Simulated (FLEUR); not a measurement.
# FePt (c factor at fixed volume 1.1 on the database's cell): anisotropy by force theorems, part 2 of 2

One state of FePt (c factor at fixed volume 1.1 on the database's cell) is converged without symmetry. Force theorems then give its anisotropy.

FLEUR MaX-R8.1; PBE; all-electron FLAPW, Dirac cores, scalar-relativistic bands.

So far. Step 2 (Reference state): After 26 cycles the largest moment stands at 2.91 μB.

## (5) Spin–orbit coupling, moments along [001]

Level of this step: PBE; all-electron FLAPW, Dirac cores, scalar-relativistic bands with spin-orbit coupling (FLEUR).

Spin–orbit coupling ties the spins to the lattice and lets orbital moments form.

A new self-consistent run of the start ferro +, with the moments along z. The k list default-1 (kpts.xml, not shown) is a Γ-centred 22×22×14 mesh.

Input file inp.xml:

```
<?xml version="1.0" encoding="UTF-8" standalone="no"?>
<fleurInput fleurInputVersion="0.39">
   <comment>
      FePt
   </comment>
   <calculationSetup>
      <cutoffs Kmax="3.6" Gmax="10.8" GmaxXC="10.8" numbands="72"/>
      <scfLoop itmax="110" minDistance="0.00002" maxIterBroyd="15" imix="Anderson" alpha="0.05" precondParam="0.0" spinf="2.0" sdNocoIR="T"/>
      <coreElectrons ctail="T" frcor="F" kcrel="0" coretail_lmax="0"/>
      <xcFunctional name="pbe" relativisticCorrections="F"/>
      <magnetism jspins="2"/>
      <soc l_soc="T" theta="0.0" phi="0.0" spav="F"/>
      <expertModes spex="0" secvar="F"/>
      <geometryOptimization l_f="F" forcealpha="1.0" forcemix="BFGS" epsdisp="0.00001" epsforce="0.00001"/>
      <ldaU l_linMix="F" mixParam="0.05" spinf="1.0"/>
   </calculationSetup>
   <cell>
      <bzIntegration valenceElectrons="32.0" mode="hist" fermiSmearingEnergy="0.00183747">
         <kPointListSelection listName="default-1"/>
         <xi:include xmlns:xi="http://www.w3.org/2001/XInclude" href="kpts.xml"> </xi:include>
      </bzIntegration>
      <xi:include xmlns:xi="http://www.w3.org/2001/XInclude" href="sym.xml"> </xi:include>
      <bulkLattice scale="1.0">
         <bravaisMatrix>
            <row-1>    4.9071564429870778     0.0000000000000000     0.0000000000000000</row-1>
            <row-2>    0.0000000000000000     4.9071564429870778     0.0000000000000000</row-2>
            <row-3>    0.0000000000000000     0.0000000000000000     7.7327593018631990</row-3>
         </bravaisMatrix>
      </bulkLattice>
   </cell>
   <atomSpecies>
      <species name="Iron (Fe) 2.800" element="Fe" atomicNumber="26">
         <mtSphere radius="2.39" gridPoints="791" logIncrement="0.015"/>
         <atomicCutoffs lmax="8" lnonsphr="6"/>
         <electronConfig flipSpins="F">
            <coreConfig>(1s1/2) (2s1/2) (2p1/2) (2p3/2)</coreConfig>
            <valenceConfig>(3s1/2) (3p1/2) (3p3/2) (4s1/2) (3d3/2) (3d5/2)</valenceConfig>
            <stateOccupation state="(3d3/2)" spinUp="1.4" spinDown="1.0"/>
            <stateOccupation state="(3d5/2)" spinUp="3.0" spinDown="0.6"/>
         </electronConfig>
         <energyParameters s="4" p="4" d="3" f="4"/>
         <lo type="SCLO" l="0" n="3" eDeriv="0"/>
         <lo type="SCLO" l="1" n="3" eDeriv="0"/>
      </species>
      <species name="Platinum (Pt)" element="Pt" atomicNumber="78">
         <mtSphere radius="2.39" gridPoints="791" logIncrement="0.017"/>
         <atomicCutoffs lmax="8" lnonsphr="6"/>
         <electronConfig flipSpins="F">
            <coreConfig>(1s1/2) (2s1/2) (2p1/2) (2p3/2) (3s1/2) (3p1/2) (3p3/2) (4s1/2) (3d3/2) (3d5/2) (4p1/2) (4p3/2) (5s1/2) (4d3/2) (4d5/2) (4f5/2) (4f7/2)</coreConfig>
            <valenceConfig>(5p1/2) (5p3/2) (6s1/2) (5d3/2) (5d5/2)</valenceConfig>
            <stateOccupation state="(6s1/2)" spinUp="0.500000" spinDown="0.500000"/>
            <stateOccupation state="(5d3/2)" spinUp="1.800000" spinDown="1.800000"/>
            <stateOccupation state="(5d5/2)" spinUp="2.700000" spinDown="2.700000"/>
         </electronConfig>
         <energyParameters s="6" p="6" d="5" f="5"/>
         <lo type="SCLO" l="1" n="5" eDeriv="0"/>
      </species>
   </atomSpecies>
   <atomGroups>
      <atomGroup species="Iron (Fe) 2.800">
         <relPos label="                   1">.0000000000 .0000000000 .0000000000</relPos>
         <force calculate="T" relaxXYZ="TTT"/>
      </atomGroup>
      <atomGroup species="Platinum (Pt)">
         <relPos label="                   2">1.000/2.000 1.000/2.000 1.000/2.000</relPos>
         <force calculate="T" relaxXYZ="TTT"/>
      </atomGroup>
   </atomGroups>
   <output dos="F" band="F" slice="F">
      <bandDOS minEnergy="-.5*Htr" maxEnergy="0.5*Htr" sigma="0.015" storeEVData="T"/>
      <plotting iplot="0" polar="F">
         <plot TwoD="T" vec1="  1.0  0.0  0.0" vec2="  0.0  1.0  0.0" vec3="  0.0  0.0  1.0" zero="  0.0  0.0  0.0" file="plot"/>
      </plotting>
      <moessbauerParams electricFieldGradient="F" isomerShift="F" coreHyperfine="F" valenceHyperfine="F"/>
   </output>
</fleurInput>
```

Input file crystal.txt:

```
FePt
&input film=F cartesian=F /
2.59675536000  0.00000000000  0.00000000000
0.00000000000  2.59675536000  0.00000000000
0.00000000000  0.00000000000  4.09200000000
1.8897261246
1.0 1.0 1.0

2
26 0.00000000000  0.00000000000  0.00000000000 : 2.800
78 0.50000000000  0.50000000000  0.50000000000

&soc 0.0000000 0.0000000 /
&kpt div1=22 div2=22 div3=14 gamma=T /
```

Run with:

```sh
OMP_NUM_THREADS=1 inpgen -f crystal.txt > inpgen.log  # inp.xml is then edited as shown
OMP_NUM_THREADS=1 mpirun -n 4 fleur_MPI > fleur.log
```

Log:

```text
[banner, memory and clock lines left out]
Welcome to FLEUR        (www.flapw.de)
      MaX-Release 8.1          (www.max-centre.eu)

 ========== k-point set info ==========
 Selected k-point list: default-1
 k-point list type: mesh
 22 x 22 x 14
 Number of k points: 984

 [... set-up left out ...]
 Iteration:     1   Distance:      45.22682519 me/bohr^3
 Iteration:     2   Distance:      15.37241154 me/bohr^3
 Iteration:     3   Distance:      13.40185004 me/bohr^3
 Iteration:     4   Distance:       8.24311630 me/bohr^3
 Iteration:     5   Distance:       8.18131848 me/bohr^3
 Iteration:     6   Distance:       7.03520620 me/bohr^3
 Iteration:     7   Distance:       3.44359591 me/bohr^3
 Iteration:     8   Distance:       2.64478898 me/bohr^3
 Iteration:     9   Distance:       1.05767659 me/bohr^3
 Iteration:    10   Distance:       0.58025690 me/bohr^3
 Iteration:    11   Distance:       0.22039445 me/bohr^3
 Iteration:    12   Distance:       0.05666388 me/bohr^3
 Iteration:    13   Distance:       0.04209395 me/bohr^3
 Iteration:    14   Distance:       0.02687175 me/bohr^3
[... lines left out ...]
 Iteration:    18   Distance:       0.00361147 me/bohr^3
 Iteration:    19   Distance:       0.00080979 me/bohr^3
 Iteration:    20   Distance:       0.00021302 me/bohr^3
 Iteration:    21   Distance:       0.00020257 me/bohr^3
 Iteration:    22   Distance:       0.00010037 me/bohr^3
 Iteration:    23   Distance:       0.00003191 me/bohr^3
 Iteration:    24   Distance:       0.00001294 me/bohr^3

 ********************************************************************
 Run finished successfully
 Stop message:
   all done
 ********************************************************************

--- out.xml (last complete iteration) ---
<iteration numberForCurrentRun="   24" overallNumber="   24">
         [... left out ...]
         <bandgap value="0.0000000000" units="eV"/>
         <sumValenceSingleParticleEnergies value="-18.0211255966" units="Htr"/>
         <FermiEnergy value="0.4363036981" units="Htr"/>
         [... left out ...]
         <magneticMomentsInMTSpheres units="muBohr">
            <globalMagMoment atomType="1" vec="0.00000   0.00000   2.89071"/>
            <globalMagMoment atomType="2" vec="0.00000   0.00000   0.27876"/>
         </magneticMomentsInMTSpheres>
         <orbitalMomentsInMTSpheres units="muBohr">
            <globalMagMoment atomType="1" vec="0.00000   0.00000   0.06717"/>
            <globalMagMoment atomType="2" vec="0.00000   0.00000   0.02936"/>
         </orbitalMomentsInMTSpheres>
         [... left out ...]
         <totalEnergy value="   -19719.5880061794" units="Htr">
            <sumOfEigenvalues value="   -12060.6857444582">
               <coreElectrons value="-12042.6646188616"/>
               <valenceElectrons value="-18.0211255966"/>
            </sumOfEigenvalues>
         [... left out ...]
            <freeEnergy value="-19719.5884215227"/>
            <extrapolationTo0K value="-19719.5882138510"/>
         </totalEnergy>
         <densityConvergence units="me/bohr^3">
            <chargeDensity spin="1" distance="0.0000055122"/>
            <chargeDensity spin="2" distance="0.0000085546"/>
            <overallChargeDensity distance="0.0000129405"/>
            <spinDensity distance="0.0000062989"/>
         </densityConvergence>
      </iteration>
```

Run time: 8 min. Hardware: 4 MPI ranks of Arm Neoverse V1, shared host; peak memory 1.1 GiB; 32 min of CPU time.

This step gave:

```
free energy                                                       : -536597.3371 eV
program's band gap on this mesh (in a metal only a level spacing) : 0 eV
magnetization                                                     : 3.088 μB
final state                                                       : ferromagnetic
largest moment                                                    : 2.891 μB
orbital moment along the spin                                     : 0.06717 μB
```

Orbital moment in the sphere, along the spin axis by atom:

```
atom  orbital moment in the sphere, along the spin axis (μB)
 Fe1                                                  0.0672
 Pt2                                                  0.0294
```

## (6) Outcome

```yaml
reference_state: ferromagnetic
largest_sphere_moment: 2.91 μB
easy_direction_of_those_tried: [001]
energy_along_100_less_001_force_theorem: 3.89 meV a primitive cell
orbital_moment_on_the_atom_of_largest_spin_along_its_spin_spin_orbit_run: 0.0672 μB
```

In words: By the force theorem the moments prefer [001]; shape anisotropy is not in it. The difference for the second direction goes from 4.3 meV (mesh 15×15×10, 72 states, 5.7 min of CPU time) to 3.9 meV (mesh 22×22×14, 72 states, 17 min), so it is not converged. The orbital moment is parallel to the spin. The state was typed, and no other order was converged beside it, so it need not be the ground state.

[Logs and program files are shortened in this print: banners, set-up blocks, solver, clock and traceback lines can be left out without a mark of their own.]

[Logs are printed without paths, hosts, clocks, repeated set-up lines and the standing remarks that a program may print on its own settings, such as how far it seeks lower states.]

[Hosts, paths, dates, database ids (printed as entryN), source tags and the programs' standing remarks are cut or masked in the printed files.]

[Where a cell is said to come from a database of computed structures, the database is the Materials Project.]
